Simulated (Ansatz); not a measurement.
Nb3Sn (Pm-3n): the Drude term of Re ε in the infrared

Re ε of Nb3Sn (Pm-3n) at low photon energies is read from one computed spectrum; the carriers' damping was typed as γ = 0.05 eV.

Symmetry: Pm-3n, No. 223, cubic system. Conventional cell: a = 5.282 Å, b = 5.282 Å, c = 5.282 Å, α = 90.00°, β = 90.00°, γ = 90.00°. Sn on site a is surrounded by 12 Nb at 2.95 Å. Around Nb on site c lie 2 Nb at 2.64 Å and 4 Sn at 2.95 Å.

Method: Ansatz 0.2.0, r2SCAN, independent particles, k-mesh 6×6×6 with interpolation inside its cells, Gaussian parameter 0.1 eV.

Launch of the response step: `ansatz run input.yaml --threads 4 --pin off --max-ram 8192MiB --backend cpu --events-out ev --progress --plain --runs-dir out`. The run took 3.5 min, on 4 threads of Intel(R) Xeon(R) Processor @ 2.50GHz (Skylake/Cascade Lake), with other jobs on the host.

| photon energy E (eV) | wavelength (µm) | Re ε |
| --- | --- | --- |
| 0.25 | 4.96 | -197.3 |
| 0.30 | 4.13 | -133.6 |
| 0.35 | 3.54 | -93.7 |
| 0.40 | 3.10 | ? |
| 0.50 | 2.48 | -48.8 |
| 0.60 | 2.07 | -31.1 |
| 0.70 | 1.77 | -24.1 |

A Drude term over a constant background gives Re ε = ε_b − ωp²/(E² + γ²), linear in 1/(E² + γ²).

Working, on the rows shown:

| x = 1/(E² + γ²) (eV⁻²) | y = Re ε |
| --- | --- |
| 15.3846 | -197.3 |
| 10.8108 | -133.6 |
| 8 | -93.7 |
| 3.9604 | -48.8 |
| 2.75862 | -31.1 |
| 2.03046 | -24.1 |

Means: x̄ = 7.1575, ȳ = -88.1. Σ(x − x̄)(y − ȳ) = -1774, Σ(x − x̄)² = 137.6. Slope = -1774 / 137.6 = -12.89; intercept = ȳ − slope · x̄ = 4.17. The line misses the rows shown by at most 5.3.

**Question.** What does the fit predict for the withheld row, and how well does it do?

**Answer.** At x = 6.1538 the line gives y = -75.162. The run gave -71.5, so the interpolation is off by 3.7, 2 % of the range in the table.

Refitted with all rows, the slope is -12.91 and the intercept 4.8526. These give ωp = √(−slope) = 3.59 eV, against 3.65 eV from the program's Fermi-surface sum, and an intercept of 4.9. Taking the program's Drude term off the rows leaves 7 at the lowest energy and 3 at the highest, so the background isn't constant: interband transitions lie in or near the window, and neither fitted number can be trusted. The values come from a sum over the points of one k-mesh and carry its error, which is largest for Fermi-surface quantities. Spin-orbit coupling is left out.
